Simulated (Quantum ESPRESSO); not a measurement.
# Dipole at the next field: 2H-NbSTe, 1 layer

How the rows were computed: Quantum ESPRESSO 7.5, RPBE, GBRV ultrasoft, PBE files; sawtooth field along the normal with dipole correction, ions clamped, threshold 1e-9 Ry; cell area 10.803 Å².

| field (V/Å) | dipole (e Å a cell) |
| --- | --- |
| 0 | −0.04026 |
| 0.1 | −0.00662 |
| 0.2 | 0.02713 |

**Question.** What is the dipole at 0.3 V/Å, and what electrostatic thickness 4πα/A follows from the rows?

**Fit.** The slope is (0.02713 − (−0.04026))/0.2 = 0.3370 e Å²/V, so 4πα/A = 180.95 × 0.3370/10.803 = 5.64 Å. Linear response gives p = −0.04026 + 0.3370 × (0.3) = 0.06083 e Å; a parabola through the three rows gives 0.06099.

What the calculation gave: p = 0.06098 e Å. The line misses by 0.2 % of the induced dipole and the parabola by 0.0 %. The response is linear over this range.

Caveats: Electrons alone respond; local and semilocal functionals tend to overscreen.
